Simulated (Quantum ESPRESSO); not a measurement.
## Fe2Ge: which magnetic order is lowest

Aim: find out which collinear order of Fe2Ge costs least.

Calculated with Quantum ESPRESSO 7.5; PBEsol; plane waves with GBRV 1.5 PBEsol potentials, no spin-orbit coupling.

### 1. The starting structure

Symmetry: P6_3/mmc, No. 194, hexagonal system. Conventional cell: a = 4.133 Å, b = 4.133 Å, c = 5.009 Å, α = 90.00°, β = 90.00°, γ = 120.00°. Nearest to Fe lie 8 Fe at 2.50 to 2.69 Å and 6 Ge at 2.69 Å. Nearest to Fe lie 5 Ge at 2.39 to 2.50 Å and 6 Fe at 2.69 Å. Nearest to Ge lie 11 Fe at 2.39 to 2.69 Å. Farther neighbours are not listed.

The cell comes from Materials Project 2023-11-01, a database of computed structures, and need not be the stable phase.

### 2. Start 1: ferro ++++

The signs are those of the starting moments on the seeded atoms, the atoms that are given a moment.

Input file pw.in:

```
&CONTROL
  calculation = 'scf'
  prefix = 'pwscf'
  outdir = './tmp'
  pseudo_dir = './pseudo'
  disk_io = 'nowf'
/
&SYSTEM
  ibrav = 0
  celldm(1) = 8
  nat = 6
  ntyp = 2
  ecutwfc = 40
  ecutrho = 280
  nbnd = 64
  occupations = 'smearing'
  smearing = 'fd'
  degauss = 0.00734986
  nspin = 2
  starting_magnetization(1) = 0.175
  starting_magnetization(2) = 0
/
&ELECTRONS
  conv_thr = 1.2d-08
  electron_maxstep = 150
  mixing_beta = 0.3
/
ATOMIC_SPECIES
Fe     55.8450 fe_pbesol_v1.5.uspp.F.UPF
Ge     72.6300 ge_pbesol_v1.4.uspp.F.UPF
CELL_PARAMETERS alat
   0.9762486115350    0.0000000000000    0.0000000000000
  -0.4881243057675    0.8454560980131    0.0000000000000
   0.0000000000000    0.0000000000000    1.1831461882714
ATOMIC_POSITIONS crystal
Fe      0.0000000000    0.0000000000    0.0000000000
Fe      0.0000000000    0.0000000000    0.5000000000
Fe      0.6666666700    0.3333333300    0.7500000000
Fe      0.3333333300    0.6666666700    0.2500000000
Ge      0.6666666700    0.3333333300    0.2500000000
Ge      0.3333333300    0.6666666700    0.7500000000
K_POINTS automatic
8 8 8 0 0 0
```

Started as:

```
$ OMP_NUM_THREADS=1 mpirun -n 4 pw.x -nk 4 -in pw.in > pw.out
```

What it wrote:

```text
Program PWSCF v.7.5 starts

     Message from routine setup:
     using ibrav=0 with symmetry is DISCOURAGED, use correct ibrav instead

     K-points division:     npool     =       4
     Subspace diagonalization in iterative solution of the eigenvalue problem:

     G-vector sticks info
     --------------------
     sticks:   dense  smooth     PW     G-vecs:    dense   smooth      PW
     Sum        1165     673    199                39567    17127    2811

     Using Slab Decomposition

     bravais-lattice index     =            0
     lattice parameter (alat)  =       8.0000  a.u.
     unit-cell volume          =     499.9883 (a.u.)^3
     number of atoms/cell      =            6
     number of atomic types    =            2
     number of electrons       =        92.00
     number of Kohn-Sham states=           64
     kinetic-energy cutoff     =      40.0000  Ry
     charge density cutoff     =     280.0000  Ry
     scf convergence threshold =      1.2E-08
     mixing beta               =       0.3000
     number of iterations used =            8  plain     mixing
     Exchange-correlation= SLA  PW   PSX  PSC
                           (   1   4  10   8   0   0   0)

     celldm(1)=   8.000000  celldm(2)=   0.000000  celldm(3)=   0.000000
     celldm(4)=   0.000000  celldm(5)=   0.000000  celldm(6)=   0.000000

     crystal axes: (cart. coord. in units of alat)
               a(1) = (   0.976249   0.000000   0.000000 )
               a(2) = (  -0.488124   0.845456   0.000000 )
               a(3) = (   0.000000   0.000000   1.183146 )

     reciprocal axes: (cart. coord. in units 2 pi/alat)
               b(1) = (  1.024329  0.591397 -0.000000 )
               b(2) = (  0.000000  1.182794  0.000000 )
               b(3) = (  0.000000 -0.000000  0.845204 )

     PseudoPot. # 1 for Fe read from file:
     fe_pbesol_v1.5.uspp.F.UPF
     Pseudo is Ultrasoft + core correction, Zval = 16.0
     Generated by new atomic code, or converted to UPF format
     Using radial grid of  861 points,  6 beta functions with:
                l(1) =   0
                l(2) =   0
                l(3) =   1
                l(4) =   1
                l(5) =   2
                l(6) =   2
     Q(r) pseudized with  8 coefficients,  rinner =    1.000   1.000   1.000
                                                       1.000   1.000

     PseudoPot. # 2 for Ge read from file:
     ge_pbesol_v1.4.uspp.F.UPF
     Pseudo is Ultrasoft + core correction, Zval = 14.0
     Generated by new atomic code, or converted to UPF format
     Using radial grid of  873 points,  6 beta functions with:
                l(1) =   0
                l(2) =   0
                l(3) =   1
                l(4) =   1
                l(5) =   2
                l(6) =   2
     Q(r) pseudized with  8 coefficients,  rinner =    1.400   1.400   1.400
                                                       1.400   1.400

     atomic species   valence    mass     pseudopotential
     Fe               16.00    55.84500     Fe( 1.00)
     Ge               14.00    72.63000     Ge( 1.00)

     Starting magnetic structure
     atomic species   magnetization
     Fe              0.175
     Ge              0.000

     24 Sym. Ops., with inversion, found (12 have fractional translation)

   Cartesian axes

     site n.     atom                  positions (alat units)
         1        Fe     tau(   1) = (   0.0000000   0.0000000   0.0000000  )
         2        Fe     tau(   2) = (   0.0000000   0.0000000   0.5915731  )
         3        Fe     tau(   3) = (   0.4881243   0.2818187   0.8873596  )
         4        Fe     tau(   4) = (  -0.0000000   0.5636374   0.2957865  )
         5        Ge     tau(   5) = (   0.4881243   0.2818187   0.2957865  )
         6        Ge     tau(   6) = (  -0.0000000   0.5636374   0.8873596  )

     number of k points=    50  Fermi-Dirac smearing, width (Ry)=  0.0073
                       cart. coord. in units 2pi/alat
        k(    1) = (   0.0000000   0.0000000   0.0000000), wk =   0.0019531
        k(    2) = (   0.0000000   0.0000000   0.1056505), wk =   0.0039062
        k(    3) = (   0.0000000   0.0000000   0.2113010), wk =   0.0039062
        k(    4) = (   0.0000000   0.0000000   0.3169515), wk =   0.0039062
        k(    5) = (   0.0000000   0.0000000  -0.4226020), wk =   0.0019531
        [... 45 further k-points ...]

     Dense  grid:    39567 G-vectors     FFT dimensions: (  45,  45,  54)

     Smooth grid:    17127 G-vectors     FFT dimensions: (  32,  32,  40)

     Check: negative core charge=   -0.000043
     Generating pointlists ...
     new r_m :   0.2325 (alat units)  1.8600 (a.u.) for type    1
     new r_m :   0.2325 (alat units)  1.8600 (a.u.) for type    2

     Initial potential from superposition of free atoms

     starting charge      87.9984, renormalised to      92.0000
     Starting wfcs are   70 randomized atomic wfcs

     Self-consistent Calculation

     iteration #  1     ecut=    40.00 Ry     beta= 0.30
     Davidson diagonalization with overlap
     ethr =  1.00E-02,  avg # of iterations =  4.0

     total energy              =   -1426.88007692 Ry
     estimated scf accuracy    <       3.54245641 Ry

     total magnetization       =     8.63 Bohr mag/cell
     absolute magnetization    =     9.02 Bohr mag/cell

     iteration #  2     ecut=    40.00 Ry     beta= 0.30
     Davidson diagonalization with overlap
     ethr =  3.85E-03,  avg # of iterations =  2.0

     total energy              =   -1426.70476060 Ry
     estimated scf accuracy    <       2.53353987 Ry

     total magnetization       =     7.79 Bohr mag/cell
     absolute magnetization    =     8.41 Bohr mag/cell

     iteration #  3     ecut=    40.00 Ry     beta= 0.30
     Davidson diagonalization with overlap
     ethr =  2.75E-03,  avg # of iterations =  1.6

     total energy              =   -1426.53332016 Ry
     estimated scf accuracy    <      15.34776533 Ry

     total magnetization       =     6.16 Bohr mag/cell
     absolute magnetization    =     6.67 Bohr mag/cell

     [... further iterations left out ...]

     iteration # 13     ecut=    40.00 Ry     beta= 0.30
     Davidson diagonalization with overlap
     ethr =  1.72E-09,  avg # of iterations =  2.1

     total energy              =   -1427.20410433 Ry
     estimated scf accuracy    <       0.00000111 Ry

     total magnetization       =     7.94 Bohr mag/cell
     absolute magnetization    =     8.56 Bohr mag/cell

     iteration # 14     ecut=    40.00 Ry     beta= 0.30
     Davidson diagonalization with overlap
     ethr =  1.21E-09,  avg # of iterations =  1.5

     total energy              =   -1427.20410465 Ry
     estimated scf accuracy    <       0.00000010 Ry

     total magnetization       =     7.93 Bohr mag/cell
     absolute magnetization    =     8.55 Bohr mag/cell

     iteration # 15     ecut=    40.00 Ry     beta= 0.30
     Davidson diagonalization with overlap
     ethr =  1.14E-10,  avg # of iterations =  1.3

     total energy              =   -1427.20410469 Ry
     estimated scf accuracy    <       0.00000008 Ry

     total magnetization       =     7.93 Bohr mag/cell
     absolute magnetization    =     8.55 Bohr mag/cell

     iteration # 16     ecut=    40.00 Ry     beta= 0.30
     Davidson diagonalization with overlap
     ethr =  8.31E-11,  avg # of iterations =  1.9

     Magnetic moment per site  (integrated on atomic sphere of radius R)
     atom   1 (R=0.233)  charge= 14.1665  magn=  2.4255
     atom   2 (R=0.233)  charge= 14.1665  magn=  2.4255
     atom   3 (R=0.233)  charge= 14.3164  magn=  1.5941
     atom   4 (R=0.233)  charge= 14.3164  magn=  1.5941
     atom   5 (R=0.233)  charge= 11.7271  magn= -0.0595
     atom   6 (R=0.233)  charge= 11.7271  magn= -0.0595

     End of self-consistent calculation

     Number of k-points >= 100: set verbosity='high' to print the bands.

     the Fermi energy is    17.2840 ev

!    total energy              =   -1427.20410472 Ry
     estimated scf accuracy    <          9.6E-09 Ry
     smearing contrib. (-TS)   =      -0.01441281 Ry
     internal energy E=F+TS    =   -1427.18969191 Ry

     The total energy is F=E-TS. E is the sum of the following terms:
     one-electron contribution =    -665.37530111 Ry
     hartree contribution      =     403.05763715 Ry
     xc contribution           =    -231.39829031 Ry
     ewald contribution        =    -933.47373764 Ry

     total magnetization       =     7.93 Bohr mag/cell
     absolute magnetization    =     8.55 Bohr mag/cell

     convergence has been achieved in  16 iterations

=------------------------------------------------------------------------------=
   JOB DONE.
=------------------------------------------------------------------------------=
```

Elapsed: 63 s, on 4 MPI ranks of Intel Xeon Platinum 8488C (Sapphire Rapids), shared host; peak memory 0.65 GiB.

Spin moment in the atom's sphere by atom:

```csv
atom,spin moment in the atom's sphere (μB)
Fe1,2.43
Fe2,2.43
Fe3,1.59
Fe4,1.59
Ge5,-0.06
Ge6,-0.06
```

This step gave:

```yaml
smearing_term_ts: 0.1961 eV
magnetization: 7.932 μB
absolute_magnetization: 8.553 μB
final_state: ferromagnetic
```

### 3. Start 2: antiferro ++−−

Input file pw.in:

```
&CONTROL
  calculation = 'scf'
  prefix = 'pwscf'
  outdir = './tmp'
  pseudo_dir = './pseudo'
  disk_io = 'nowf'
/
&SYSTEM
  ibrav = 0
  celldm(1) = 8
  nat = 6
  ntyp = 3
  ecutwfc = 40
  ecutrho = 280
  nbnd = 58
  occupations = 'smearing'
  smearing = 'fd'
  degauss = 0.00734986
  nspin = 2
  starting_magnetization(1) = 0.175
  starting_magnetization(2) = -0.175
  starting_magnetization(3) = 0
/
&ELECTRONS
  conv_thr = 1.2d-08
  electron_maxstep = 150
  mixing_beta = 0.3
/
ATOMIC_SPECIES
Fe1    55.8450 fe_pbesol_v1.5.uspp.F.UPF
Fe2    55.8450 fe_pbesol_v1.5.uspp.F.UPF
Ge     72.6300 ge_pbesol_v1.4.uspp.F.UPF
CELL_PARAMETERS alat
   0.9762486115350    0.0000000000000    0.0000000000000
  -0.4881243057675    0.8454560980131    0.0000000000000
   0.0000000000000    0.0000000000000    1.1831461882714
ATOMIC_POSITIONS crystal
Fe1     0.0000000000    0.0000000000    0.0000000000
Fe1     0.0000000000    0.0000000000    0.5000000000
Fe2     0.6666666700    0.3333333300    0.7500000000
Fe2     0.3333333300    0.6666666700    0.2500000000
Ge      0.6666666700    0.3333333300    0.2500000000
Ge      0.3333333300    0.6666666700    0.7500000000
K_POINTS automatic
8 8 8 0 0 0
```

What it wrote:

```text
     [... lines left out ...]
Program PWSCF v.7.5 starts
     [... lines left out ...]
     number of atoms/cell      =            6
     [... lines left out ...]
     number of electrons       =        92.00
     number of Kohn-Sham states=           58
     kinetic-energy cutoff     =      40.0000  Ry
     charge density cutoff     =     280.0000  Ry
     scf convergence threshold =      1.2E-08
     [... lines left out ...]
     24 Sym. Ops., with inversion, found (12 have fractional translation)
     [... lines left out ...]
     number of k points=    50  Fermi-Dirac smearing, width (Ry)=  0.0073
     [... lines left out ...]
     iteration #150     ecut=    40.00 Ry     beta= 0.30
     [... lines left out ...]
     estimated scf accuracy    <       0.03860182 Ry
     total magnetization       =     5.85 Bohr mag/cell
     absolute magnetization    =     6.31 Bohr mag/cell
     [... lines left out ...]
     convergence NOT achieved after 150 iterations: stopping
[key lines of the parts left out:]
total energy              =   -1427.18273686 Ry
```

It took 10 min on 4 MPI ranks; peak memory 0.64 GiB.

Residual by cycle:

cycle, log10 residual and a bar from the least value:
```
        1        1.7 ##############################
       15       -1.0 
       28       -0.8 ###
       42       -0.9 ##
       55       -0.9 ##
       69       -0.9 ##
       82       -0.9 ##
       96       -1.0 
      109       -1.1 
      123       -1.0 #
      136       -0.8 ###
      150       -0.3 #########
```

The run stopped without converging, so none of its numbers is a property of the system.

After 150 cycles the residual stands at 0.53, against 0.44 at cycle 76 and a least value of 0.015. The cap of 150 cycles in the input ended the loop.

### 4. Run 3 (antiferro +−+−)

Edit pw.in of step 3 so:

```diff
@@ -38,4 +38,4 @@
 Fe1     0.0000000000    0.0000000000    0.0000000000
-Fe1     0.0000000000    0.0000000000    0.5000000000
-Fe2     0.6666666700    0.3333333300    0.7500000000
+Fe2     0.0000000000    0.0000000000    0.5000000000
+Fe1     0.6666666700    0.3333333300    0.7500000000
 Fe2     0.3333333300    0.6666666700    0.2500000000
```

What it wrote:

```text
     [... lines left out ...]
Program PWSCF v.7.5 starts
     [... lines left out ...]
     number of atoms/cell      =            6
     [... lines left out ...]
     number of electrons       =        92.00
     number of Kohn-Sham states=           58
     kinetic-energy cutoff     =      40.0000  Ry
     charge density cutoff     =     280.0000  Ry
     scf convergence threshold =      1.2E-08
     [... lines left out ...]
      6 Sym. Ops. (no inversion) found
     [... lines left out ...]
     number of k points=    65  Fermi-Dirac smearing, width (Ry)=  0.0073
     [... lines left out ...]
     iteration # 22     ecut=    40.00 Ry     beta= 0.30
     [... lines left out ...]
     Magnetic moment per site  (integrated on atomic sphere of radius R)
     atom   1 (R=0.233)  charge= 14.1711  magn=  2.0859
     atom   2 (R=0.233)  charge= 14.1711  magn= -2.0859
     atom   3 (R=0.233)  charge= 14.3085  magn=  1.6094
     atom   4 (R=0.233)  charge= 14.3085  magn= -1.6094
     atom   5 (R=0.233)  charge= 11.7328  magn=  0.0097
     atom   6 (R=0.233)  charge= 11.7328  magn= -0.0097
     [... lines left out ...]
     the Fermi energy is    17.2306 ev
!    total energy              =   -1427.16766494 Ry
     estimated scf accuracy    <          8.3E-09 Ry
     smearing contrib. (-TS)   =      -0.01718438 Ry
     [... lines left out ...]
     total magnetization       =    -0.00 Bohr mag/cell
     absolute magnetization    =     7.90 Bohr mag/cell
     convergence has been achieved in  22 iterations
```

Wall time 94 s (4 MPI ranks); peak memory 0.7 GiB; 6.3 min of CPU time.

Spin moment in the atom's sphere by atom:

| atom | spin moment in the atom's sphere (μB) |
| --- | --- |
| Fe1 | 2.09 |
| Fe2 | -2.09 |
| Fe3 | 1.61 |
| Fe4 | -1.61 |
| Ge5 | 0.01 |
| Ge6 | -0.01 |

Read from the output:

```yaml
smearing_term_ts: 0.2338 eV
magnetization: 0 μB
absolute_magnetization: 7.898 μB
final_state: antiferromagnetic
```

### 5. Run 4 (no spin polarisation)

Input file pw.in:

```
&CONTROL
  calculation = 'scf'
  prefix = 'pwscf'
  outdir = './tmp'
  pseudo_dir = './pseudo'
  disk_io = 'nowf'
/
&SYSTEM
  ibrav = 0
  celldm(1) = 8
  nat = 6
  ntyp = 2
  ecutwfc = 40
  ecutrho = 280
  nbnd = 58
  occupations = 'smearing'
  smearing = 'fd'
  degauss = 0.00734986
/
&ELECTRONS
  conv_thr = 1.2d-08
  electron_maxstep = 150
  mixing_beta = 0.3
/
ATOMIC_SPECIES
Fe     55.8450 fe_pbesol_v1.5.uspp.F.UPF
Ge     72.6300 ge_pbesol_v1.4.uspp.F.UPF
CELL_PARAMETERS alat
   0.9762486115350    0.0000000000000    0.0000000000000
  -0.4881243057675    0.8454560980131    0.0000000000000
   0.0000000000000    0.0000000000000    1.1831461882714
ATOMIC_POSITIONS crystal
Fe      0.0000000000    0.0000000000    0.0000000000
Fe      0.0000000000    0.0000000000    0.5000000000
Fe      0.6666666700    0.3333333300    0.7500000000
Fe      0.3333333300    0.6666666700    0.2500000000
Ge      0.6666666700    0.3333333300    0.2500000000
Ge      0.3333333300    0.6666666700    0.7500000000
K_POINTS automatic
8 8 8 0 0 0
```

What it wrote:

```text
     [... lines left out ...]
Program PWSCF v.7.5 starts
     [... lines left out ...]
     number of atoms/cell      =            6
     [... lines left out ...]
     number of electrons       =        92.00
     number of Kohn-Sham states=           58
     kinetic-energy cutoff     =      40.0000  Ry
     charge density cutoff     =     280.0000  Ry
     scf convergence threshold =      1.2E-08
     [... lines left out ...]
     24 Sym. Ops., with inversion, found (12 have fractional translation)
     [... lines left out ...]
     number of k points=    50  Fermi-Dirac smearing, width (Ry)=  0.0073
     [... lines left out ...]
     iteration # 13     ecut=    40.00 Ry     beta= 0.30
     [... lines left out ...]
     the Fermi energy is    16.8475 ev
!    total energy              =   -1427.11557508 Ry
     estimated scf accuracy    <          3.0E-09 Ry
     smearing contrib. (-TS)   =      -0.03572735 Ry
     [... lines left out ...]
     convergence has been achieved in  13 iterations
```

Run time: 24 s. Hardware: 4 MPI ranks; peak memory 0.5 GiB.

Numbers from this step:

- smearing term TS: 0.4861 eV
- final state: non-magnetic (no spin polarisation)

### 6. Ranking

An order is kept where moments of 0.15 μB or more survive with the typed signs; meshes match where a doubled cell samples the same k points as the first cell.

Orders:

```csv
start,final state,typed order kept,energy over the lowest (meV a seeded atom),largest site moment (μB),net moment (μB a cell of the first run),mesh matched,CPU time (s)
ferro ++++,ferromagnetic,yes,0,2.426,7.932,yes,249
antiferro +-+-,antiferromagnetic,yes,123.9,2.086,0,yes,375.8
no spin polarisation,non-magnetic,-,301.1,0,0,yes,94.66
```

### 7. Outcome

```yaml
lowest_state_found: ferromagnetic (from ferro ++++)
largest_site_moment: 2.43 μB
next_state_with_moments: antiferromagnetic, 124 meV a seeded atom higher
state_without_moments: 301 meV a seeded atom higher
```

What this shows: This is the lowest of 3 collinear or spinless starts, no proof of the ground state. 1 further start did not converge. Energies are free energies at an electronic temperature of 1160 K, which lowers moments and differences where the moments are itinerant.

[Logs and program files are shortened in this print: banners, set-up blocks, solver, clock and traceback lines can be left out without a mark of their own.]

[Logs are printed without paths, hosts, clocks, repeated set-up lines and the standing remarks that a program may print on its own settings, such as how far it seeks lower states.]

[Hosts, paths, dates, database ids (printed as entryN), source tags and the programs' standing remarks are cut or masked in the printed files.]

[Where a cell is said to come from a database of computed structures, the database is the Materials Project.]
